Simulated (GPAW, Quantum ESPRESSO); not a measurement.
# Core-hole calculation of the Cr K edge in CrB4 (Immm)

Aim: the Cr K edge of CrB4 (Immm) by two routes, a Lanczos recursion (XSpectra) and a sum over empty bands (GPAW), to see which features are robust.

Main program and level: Quantum ESPRESSO 7.5; core-hole supercells, plane-wave PAW LDA (first program; GPAW 26.7.0 follows as the second).

## (1) Set-up

It takes space group Immm (No. 71, orthorhombic). Conventional cell: a = 2.872 Å, b = 4.748 Å, c = 5.486 Å, α = 90.00°, β = 90.00°, γ = 90.00°. Cr has 12 B at 2.10 to 2.22 Å nearest. Nearest to B lie 4 B at 1.71 to 1.85 Å and 3 Cr at 2.10 to 2.22 Å. Farther neighbours are not listed.

## (2) Ground state of the crystal (Quantum ESPRESSO)

A plain self-consistent run shows whether there is a gap and which moments survive; both decide the set-up of the core-hole run.

File scf.in:

```
&control
   calculation='scf', prefix='x', pseudo_dir='../pp', outdir='tmp', tprnfor=.true.
/
&system
   ibrav=0, nat=5, ntyp=2, nbnd=15
   ecutwfc=53, ecutrho=350
   occupations='smearing', smearing='mv', degauss=0.015
   nspin=2
   starting_magnetization(1)=0.50
/
&electrons
   conv_thr=5.0e-08, electron_maxstep=120
   mixing_beta=0.3, mixing_mode='local-TF'
/
ATOMIC_SPECIES
Cr3 1.0 Cr.lda-nx-kjpaw.UPF
B 1.0 B.lda-n-kjpaw.UPF
CELL_PARAMETERS angstrom
  -1.43585000 2.37410000 2.74280000
  1.43585000 -2.37410000 2.74280000
  1.43585000 2.37410000 -2.74280000
ATOMIC_POSITIONS crystal
Cr3  0.00000000 0.00000000 0.00000000
B    0.53740000 0.34410000 0.19330000
B    0.46260000 0.65590000 0.80670000
B    0.84920000 0.65590000 0.19330000
B    0.15080000 0.34410000 0.80670000
K_POINTS automatic
11 11 11 0 0 0
```

File Cr.lda-nx-kjpaw.ld1.in:

```
&input
   title='Cr', zed=24., rel=1, iswitch=3, dft='PZ',
   config='[Ar] 4s2 4p0 3d4'
/
&inputp
   file_pseudopw='Cr.lda-nx-kjpaw.UPF', author='',
   lpaw=.true.,
   pseudotype=3,
   lloc=-1,
   rcloc=2.1,
   which_augfun='PSQ',
   rmatch_augfun_nc=.true.,
   nlcc=.true.,
   new_core_ps=.true.,
   rcore=1.3,
   tm=.true.,
   lgipaw_reconstruction=.true., use_paw_as_gipaw=.true.
/
6
4S  1  0  2.00  0.00  1.70  2.30  0.0
4S  1  0  0.00  4.00  1.70  2.30  0.0
4P  2  1  0.00  0.00  1.70  2.30  0.0
4P  2  1  0.00  4.00  1.70  2.30  0.0
3D  3  2  4.00  0.00  1.30  1.90  0.0
3D  3  2  0.00  0.30  1.30  1.90  0.0
```

File B.lda-n-kjpaw.ld1.in:

```
&input
   title='B', zed=5., rel=1, iswitch=3, dft='PZ',
   config='[He] 2s2 2p1'
/
&inputp
   file_pseudopw='B.lda-n-kjpaw.UPF', author='',
   lpaw=.true.,
   pseudotype=3,
   lloc=-1,
   rcloc=1.2,
   which_augfun='PSQ',
   rmatch_augfun_nc=.true.,
   nlcc=.true.,
   new_core_ps=.true.,
   rcore=0.9,
   tm=.true.,
   lgipaw_reconstruction=.true., use_paw_as_gipaw=.true.
/
4
2S  1  0  2.00  0.00  1.00  1.20  0.0
2S  1  0  0.00  3.00  1.00  1.20  0.0
2P  2  1  1.00  0.00  1.00  1.40  0.0
2P  2  1  0.00  1.50  1.00  1.40  0.0
```

On the command line:

```bash
OMP_NUM_THREADS=1 mpirun --oversubscribe --bind-to none -np 4 pw.x -nk 4 -in scf.in > scf.out
```

Log:

```text
     [... banner and references ...]
using ibrav=0 with symmetry is DISCOURAGED, use correct ibrav instead

     G-vector sticks info
     --------------------

     Using Slab Decomposition

     bravais-lattice index     =            0
     lattice parameter (alat)  =       7.3726  a.u.
     unit-cell volume          =     252.3823 (a.u.)^3
     number of atoms/cell      =            5
     number of atomic types    =            2
     number of electrons       =        18.00
     number of Kohn-Sham states=           15
     kinetic-energy cutoff     =      53.0000  Ry
     charge density cutoff     =     350.0000  Ry
     scf convergence threshold =      5.0E-08
     mixing beta               =       0.3000
     number of iterations used =            8  local-TF  mixing
     Exchange-correlation= SLA  PZ   NOGX NOGC
                           (   1   1   0   0   0   0   0)

     celldm(1)=   7.372589  celldm(2)=   0.000000  celldm(3)=   0.000000
     celldm(4)=   0.000000  celldm(5)=   0.000000  celldm(6)=   0.000000

     crystal axes: (cart. coord. in units of alat)
               a(1) = (  -0.368034   0.608524   0.703029 )
               a(2) = (   0.368034  -0.608524   0.703029 )
               a(3) = (   0.368034   0.608524  -0.703029 )

     reciprocal axes: (cart. coord. in units 2 pi/alat)
               b(1) = (  0.000000  0.821660  0.711209 )
               b(2) = (  1.358570 -0.000000  0.711209 )
               b(3) = (  1.358570  0.821660  0.000000 )

     PseudoPot. #1 for Cr:     Pseudo is Projector augmented-wave + core cor, Zval =  6.0

     ../pp/B.lda-n-kjpaw.UPF
     Pseudo is Projector augmented-wave + core cor, Zval =  3.0
     Shape of augmentation charge: PSQ
     Using radial grid of 1059 points,  4 beta functions with:
                l(1) =   0
                l(2) =   0
                l(3) =   1
                l(4) =   1
     Q(r) pseudized with 0 coefficients

     atomic species   valence    mass     pseudopotential
     Cr3               6.00     1.00000     Cr( 1.00)
     B                 3.00     1.00000     B ( 1.00)

     Starting magnetic structure
     atomic species   magnetization
     Cr3             0.500
     B               0.000

      8 Sym. Ops., with inversion, found

   Cartesian axes

     site n.     atom                  positions (alat units)
         1        Cr3    tau(   1) = (   0.0000000   0.0000000   0.0000000  )
         2        B      tau(   2) = (   0.0000000   0.2352555   0.4838243  )
         3        B      tau(   3) = (   0.3680340   0.3732688   0.2192043  )
         4        B      tau(   4) = (   0.0000000   0.2352555   0.9222329  )
         5        B      tau(   5) = (   0.3680340   0.3732688  -0.2192043  )

     number of k points=   216  Marzari-Vanderbilt smearing, width (Ry)=  0.0150

     Number of k-points >= 100: set verbosity='high' to print them.

     Dense  grid:    27845 G-vectors     FFT dimensions: (  45,  45,  45)

     Smooth grid:    13137 G-vectors     FFT dimensions: (  36,  36,  36)

     Generating pointlists ...
     new r_m :   0.2219 (alat units)  1.6361 (a.u.) for type    1
     new r_m :   0.1808 (alat units)  1.3333 (a.u.) for type    2

     Initial potential from superposition of free atoms

     starting charge      17.9984, renormalised to      18.0000
     Starting wfcs are   25 randomized atomic wfcs
     Checking if some PAW data can be deallocated...

     per-process dynamical memory:    74.5 Mb

     Self-consistent Calculation

     iteration #  1     ecut=    53.00 Ry     beta= 0.30
     Davidson diagonalization with overlap
     ethr =  1.00E-02,  avg # of iterations =  2.1

     total energy              =    -149.68432141 Ry
     estimated scf accuracy    <       0.54261282 Ry

     total magnetization       =     0.45 Bohr mag/cell
     absolute magnetization    =     0.85 Bohr mag/cell

[...]
Davidson diagonalization with overlap
     ethr =  6.47E-04,  avg # of iterations =  1.1

     total energy              =    -149.71055612 Ry
     estimated scf accuracy    <       0.05855851 Ry

     total magnetization       =     0.19 Bohr mag/cell
     absolute magnetization    =     0.57 Bohr mag/cell

     iteration #  4     ecut=    53.00 Ry     beta= 0.30
     Davidson diagonalization with overlap
     ethr =  3.25E-04,  avg # of iterations =  1.4

     total energy              =    -149.71899292 Ry
     estimated scf accuracy    <       0.01396871 Ry

     total magnetization       =     0.01 Bohr mag/cell
     absolute magnetization    =     0.16 Bohr mag/cell

     iteration #  5     ecut=    53.00 Ry     beta= 0.30
     Davidson diagonalization with overlap
     ethr =  7.76E-05,  avg # of iterations =  2.4

     total energy              =    -149.72143140 Ry
     estimated scf accuracy    <       0.00068068 Ry

     total magnetization       =     0.01 Bohr mag/cell
     absolute magnetization    =     0.12 Bohr mag/cell

     iteration #  6     ecut=    53.00 Ry     beta= 0.30
     Davidson diagonalization with overlap
     ethr =  3.78E-06,  avg # of iterations =  6.5

     total energy              =    -149.72171107 Ry
     estimated scf accuracy    <       0.00006454 Ry

     total magnetization       =     0.01 Bohr mag/cell
     absolute magnetization    =     0.03 Bohr mag/cell

     iteration #  7     ecut=    53.00 Ry     beta= 0.30
     Davidson diagonalization with overlap
     ethr =  3.59E-07,  avg # of iterations =  1.7

     total energy              =    -149.72173303 Ry
     estimated scf accuracy    <       0.00003112 Ry

     total magnetization       =     0.01 Bohr mag/cell
     absolute magnetization    =     0.02 Bohr mag/cell

     iteration #  8     ecut=    53.00 Ry     beta= 0.30
     Davidson diagonalization with overlap
     ethr =  1.73E-07,  avg # of iterations =  1.4

     total energy              =    -149.72173819 Ry
     estimated scf accuracy    <       0.00001460 Ry

     total magnetization       =     0.00 Bohr mag/cell
     absolute magnetization    =     0.01 Bohr mag/cell

     iteration #  9     ecut=    53.00 Ry     beta= 0.30
     Davidson diagonalization with overlap
     ethr =  8.11E-08,  avg # of iterations =  1.2

     total energy              =    -149.72173930 Ry
     estimated scf accuracy    <       0.00000116 Ry

     total magnetization       =     0.00 Bohr mag/cell
     absolute magnetization    =     0.00 Bohr mag/cell

     iteration # 10     ecut=    53.00 Ry     beta= 0.30
     Davidson diagonalization with overlap
     ethr =  6.45E-09,  avg # of iterations =  1.9

     Magnetic moment per site  (integrated on atomic sphere of radius R)
     atom   1 (R=0.222)  charge=  3.6414  magn=  0.0003
     atom   2 (R=0.181)  charge=  1.2816  magn= -0.0000
     atom   3 (R=0.181)  charge=  1.2816  magn= -0.0000
     atom   4 (R=0.181)  charge=  1.2816  magn= -0.0000
     atom   5 (R=0.181)  charge=  1.2816  magn= -0.0000

     End of self-consistent calculation

     Number of k-points >= 100: set verbosity='high' to print the bands.

     the Fermi energy is    11.3851 ev

!    total energy              =    -149.72173959 Ry
     total all-electron energy =     -2294.858583 Ry
     estimated scf accuracy    <       0.00000005 Ry
     smearing contrib. (-TS)   =       0.00042893 Ry
     internal energy E=F+TS    =    -149.72216852 Ry

     The total energy is F=E-TS. E is the sum of the following terms:
     one-electron contribution =      22.19893398 Ry
     hartree contribution      =       3.94021276 Ry
     xc contribution           =     -36.19832760 Ry
     ewald contribution        =     -51.49773234 Ry
     one-center paw contrib.   =     -88.16525533 Ry

     total magnetization       =     0.00 Bohr mag/cell
     absolute magnetization    =     0.00 Bohr mag/cell

     convergence has been achieved in  10 iterations

     Forces acting on atoms (cartesian axes, Ry/au):

     atom    1 type  1   force =     0.00000000    0.00000000    0.00000000
     atom    2 type  2   force =    -0.00000000    0.01058904   -0.01438198
     atom    3 type  2   force =    -0.00000000   -0.01058904    0.01438198
     atom    4 type  2   force =    -0.00000000    0.01058904    0.01438198
     atom    5 type  2   force =    -0.00000000   -0.01058904   -0.01438198

     Total force =     0.035719     Total SCF correction =     0.000064

     XML data file, charge density, pseudopotentials, collected wavefunctions

=------------------------------------------------------------------------------=
   JOB DONE.
=------------------------------------------------------------------------------=
```

Elapsed: 55 s, on 4 MPI ranks of Arm Neoverse V1, shared host; peak memory 0.13 GiB.

Absorbing atoms carry a label of their own (element plus a letter or digit), as the spectrum program needs them as separate species.

The mesh shows no gap, so the system is treated as a metal and the core electron is put at the Fermi level (neutral cell).

## (3) Spectrum without a core hole, Cr atom 1 (Quantum ESPRESSO)

Without a hole the spectrum is the empty density of states of the right symmetry on the absorber, weighted by matrix elements. It needs only the small cell and serves as the baseline.

The absorber has 4 B at 2.10 Å and 8 B at 2.22 Å (12-fold, site symmetry mmm).

File xspectra.in:

```
&input_xspectra
   calculation='xanes_dipole', edge='K'
   prefix='x', outdir='tmp', xiabs=1, xe0=11.3851
   xonly_plot=.false., x_save_file='xanes.sav'
   xniter=3000, xcheck_conv=20, xerror=0.005
   xcoordcrys=.false., xepsilon(1)=1, xepsilon(2)=0, xepsilon(3)=0
/
&plot
   xnepoint=306, xemin=-10, xemax=45, terminator=.true., cut_occ_states=.true.
   xgamma=0.54
/
&pseudos
   filecore='../Cr.wfc'
/
&cut_occ
   cut_desmooth=0.1, cut_stepl=0.05, cut_stepu=0.05, cut_ierror=1e-5
/
9 9 9 0 0 0
```

On the command line:

```bash
OMP_NUM_THREADS=1 mpirun --oversubscribe --bind-to none -np 4 xspectra.x -nk 4 -in xspectra.in > xspectra.out
```

Log:

```text
     [... banner and references ...]
Reading input_file

     calculation: xanes_dipole

     xepsilon  [cartesian coordinates]:   1.000000   0.000000   0.000000

     xonly_plot: FALSE
        => complete calculation: Lanczos + spectrum plot

     filecore (core-wavefunction file): ../Cr.wfc

     main plot parameters:
        cut_occ_states: TRUE
        gamma_mode:  constant
        -> using xgamma [eV]:  0.54
        xemin [eV]: -10.00
        xemax [eV]:  45.00
        xnepoint:  306
        xe0 [eV]:  11.385100 (energy zero read in input file)

[...]
Results of STEP 1 successfully written in x_save_file
     x_save_file name:
     ->  xanes.sav
     x_save_file version:  2

     ... End STEP 1 ...

     ... Begin STEP 2 ...

     The spectrum is calculated using the following parameters:
        xe0 [eV]:   11.3851
        the occupied states are elimintate from the spectrum
        xemin [eV]: -10.00
        xemax [eV]:  45.00
        xnepoint:  306
        constant broadening parameter [eV]:    0.540
        Core level energy [eV]:  -5989.
         (from electron binding energy of neutral atoms in X-ray data booklet)

     Cross-section successfully written in xanes.dat

     ... End STEP 2 ...

                                END JOB XSpectra
```

It took 6.1 min on 4 MPI ranks; peak memory 0.14 GiB; 24 min of CPU time.

The Cr K spectrum, Cr atom 1, no core hole (energy from the energy zero of the input (xe0, at the border of filled and empty states); intensity scaled to a mean of 1 over the first 20 eV; the points at xe0, where the cut of filled states can leave a spike, are interpolated; polarised curves are means over the symmetry-equivalent atoms):

```
E (eV)  isotropic  ε ∥ x  ε ∥ y  ε ∥ z
 -2.00       0.03   0.05   0.03   0.03
 -1.25       0.04   0.06   0.03   0.03
 -0.50       0.06   0.10   0.04   0.04
  0.25       0.11   0.22   0.06   0.05
  1.00       0.15   0.30   0.07   0.08
  1.75       0.18   0.32   0.10   0.11
  2.50       0.22   0.33   0.16   0.15
  3.25       0.24   0.35   0.19   0.16
  4.00       0.21   0.30   0.18   0.15
  4.75       0.22   0.31   0.17   0.18
  5.50       0.35   0.52   0.23   0.29
  6.25       0.53   0.74   0.43   0.42
  7.00       0.68   0.77   0.68   0.57
  7.75       0.85   0.80   0.89   0.84
  8.50       0.97   0.80   1.07   1.04
  9.25       0.91   0.72   0.91   1.09
 10.00       0.74   0.63   0.69   0.91
 10.75       0.77   0.55   0.62   1.12
 11.50       0.79   0.65   0.61   1.10
 12.25       0.77   0.77   0.71   0.83
 13.00       0.92   1.01   0.93   0.84
 13.75       1.15   1.49   0.97   0.97
 14.50       1.41   1.86   1.29   1.09
 15.25       1.47   1.86   1.57   0.98
 16.00       1.59   2.05   1.81   0.89
 16.75       1.82   2.40   2.15   0.90
 17.50       1.98   2.78   2.22   0.95
 18.25       2.25   3.11   2.53   1.10
 19.00       2.88   3.77   3.56   1.30
 19.75       3.00   3.00   4.57   1.43
 20.50       2.65   2.57   3.86   1.53
 21.25       2.21   2.45   2.24   1.94
 22.00       2.16   2.51   1.51   2.46
 22.75       1.90   1.92   1.22   2.56
 23.50       2.05   1.84   1.23   3.08
 24.25       2.13   1.40   1.62   3.37
 25.00       2.07   1.07   1.93   3.20
 25.75       1.92   0.92   1.59   3.26
 26.50       1.98   1.05   1.63   3.25
 27.25       2.19   1.10   1.87   3.59
 28.00       2.15   1.22   1.76   3.49
 28.75       1.86   1.35   1.64   2.58
 29.50       1.88   1.62   1.75   2.26
 30.25       2.00   1.78   2.08   2.15
 31.00       1.99   1.94   2.07   1.96
 31.75       1.81   1.85   1.91   1.67
```

Main maxima below 30 eV (height): 8.8 eV (0.99), 11.3 eV (0.80), 19.4 eV (3.01), 23.9 eV (2.16) and 27.7 eV (2.20). A K edge sees empty p states. The first eV above the zero hold little dipole weight, as the lowest empty bands are of d character; the main edge, of 4p character, rises through 0.6 near 7 eV above the zero.

## (4) Another broadening

The final state's lifetime shortens with energy, so measured features broaden above the edge; the saved Lanczos coefficients are redrawn with a width that grows.

File xspectra_plot.in:

```
&input_xspectra
   calculation='xanes_dipole', edge='K'
   prefix='x', outdir='tmp', xiabs=1, xe0=11.3851
   xonly_plot=.true., x_save_file='xanes.sav'
   xniter=3000, xcheck_conv=20, xerror=0.005
   xcoordcrys=.false., xepsilon(1)=1, xepsilon(2)=0, xepsilon(3)=0
/
&plot
   xnepoint=306, xemin=-10, xemax=45, terminator=.true., cut_occ_states=.true.
   gamma_mode='variable', gamma_energy(1)=4, gamma_energy(2)=25, gamma_value(1)=0.54, gamma_value(2)=4
/
&pseudos
   filecore='../Cr.wfc'
/
&cut_occ
   cut_desmooth=0.1, cut_stepl=0.05, cut_stepu=0.05, cut_ierror=1e-5
/
9 9 9 0 0 0
```

On the command line:

```bash
OMP_NUM_THREADS=1 xspectra.x -in xspectra_plot.in > xspectra_plot.out
```

Log:

```text
     [... banner and references ...]
Reading input_file
     -------------------------------------------------------------------------

     calculation: xanes_dipole

     xonly_plot: TRUE
        => only the spectrum plot

     main plot parameters:
        cut_occ_states: TRUE
        gamma_mode:  variable
        -> first, constant up to point ( 4.00, 0.54) [eV]
        -> then, linear up to point (25.00, 4.00) [eV]
        -> finally, constant up to xemax
        xemin [eV]: -10.00
        xemax [eV]:  45.00
        xnepoint:  306
[...]
xemin [eV]: -10.00
        xemax [eV]:  45.00
        xnepoint:  306
        energy-dependent broadening parameter:
         -> first, constant up to point ( 4.00, 0.54) [eV]
         -> then, linear up to point (25.00, 4.00) [eV]
         -> finally, constant up to xemax
        Core level energy [eV]:  -5989.
         (from electron binding energy of neutral atoms in X-ray data booklet)

     Cross-section successfully written in xanes.dat

     -------------------------------------------------------------------------
                                END JOB XSpectra
     -------------------------------------------------------------------------
[key lines of the parts left out:]
Fermi level [eV]:  11.7303
```

Elapsed: 34 s, on 1 MPI rank; peak memory 0.14 GiB.

With a Lorentzian half width 0.54 eV up to 4 eV, rising linearly to 4 eV at 25 eV, the maxima are 19.9 eV (2.15).

## (5) Reference energy of the supercell (Quantum ESPRESSO)

The photon energy needs a difference of total energies, so the cell and mesh of the coming hole run are first run without a hole.

File scf.in:

```
&control
   calculation='scf', prefix='x', pseudo_dir='../pp', outdir='tmp', tprnfor=.true.
/
&system
   ibrav=0, nat=15, ntyp=2, nbnd=38
   ecutwfc=53, ecutrho=350
   occupations='smearing', smearing='mv', degauss=0.015
   nspin=2
   starting_magnetization(1)=0.50
/
&electrons
   conv_thr=1.5e-07, electron_maxstep=120
   mixing_beta=0.3, mixing_mode='local-TF'
/
ATOMIC_SPECIES
Cr 1.0 Cr.lda-nx-kjpaw.UPF
B 1.0 B.lda-n-kjpaw.UPF
CELL_PARAMETERS angstrom
  0.00000000 -4.74820000 0.00000000
  0.00000000 0.00000000 5.48560000
  -4.30755000 -2.37410000 2.74280000
ATOMIC_POSITIONS crystal
Cr   0.00000000 0.00000000 0.00000000
Cr   0.33333333 0.33333333 0.33333333
Cr   0.66666667 0.66666667 0.66666667
B    0.80670000 0.34410000 0.00000000
B    0.14003333 0.67743333 0.33333333
B    0.47336667 0.01076667 0.66666667
B    0.85996667 0.32256667 0.66666667
B    0.19330000 0.65590000 0.00000000
B    0.52663333 0.98923333 0.33333333
B    0.80670000 0.65590000 0.00000000
B    0.14003333 0.98923333 0.33333333
B    0.47336667 0.32256667 0.66666667
B    0.85996667 0.01076667 0.66666667
B    0.19330000 0.34410000 0.00000000
B    0.52663333 0.67743333 0.33333333
K_POINTS automatic
6 6 6 0 0 0
```

On the command line:

```bash
OMP_NUM_THREADS=1 mpirun --oversubscribe --bind-to none -np 4 pw.x -nk 4 -in scf.in > scf.out
```

Log:

```text
     [... banner and references ...]
[banner, memory and clock lines left out]
Found identity + (  0.3333  0.3333  0.3333) symmetry
     This is a supercell, fractional translations are disabled
     using ibrav=0 with symmetry is DISCOURAGED, use correct ibrav instead

     G-vector sticks info

     bravais-lattice index     =            0
     lattice parameter (alat)  =       8.9728  a.u.
[...]
atom    3 type  1   force =     0.00000125    0.00000000    0.00000000
[...]
atom   14 type  2   force =     0.00000000   -0.01053297   -0.01384820
     atom   15 type  2   force =    -0.00000150   -0.01053249   -0.01384839

     Total force =     0.060271     Total SCF correction =     0.000023

     XML data file, charge density, pseudopotentials, collected wavefunctions

Note: The following floating-point exceptions are signalling: IEEE_INVALID_FLAG
[key lines of the parts left out:]
!    total energy              =    -449.16508349 Ry
total magnetization       =     0.00 Bohr mag/cell
the Fermi energy is    11.3738 ev
convergence has been achieved in  14 iterations
```

Run time: 2.5 min. Hardware: 4 MPI ranks; peak memory 0.26 GiB.

Reference energy: -93669.423 eV with the cores included.

(Part 1 of 4 ends here.)

[Banner, clock and machine lines of the logs are left out without a mark of their own.]

[Logs are printed without paths, hosts, clocks, repeated set-up lines and the standing remarks that a program may print on its own settings, such as how far it seeks lower states.]

[Hosts, paths, dates, database ids (printed as entryN), source tags and the programs' standing remarks are cut or masked in the printed files.]

[Lists of maxima count a maximum above −3 eV only where it reaches 4 % of the highest in the window and stands out from its surroundings by 2 % of it (1.5 % where it reaches 55 %); shoulders and weaker maxima are passed over, and of the rest the first, up to two pre-edge ones and the few strongest are named.]
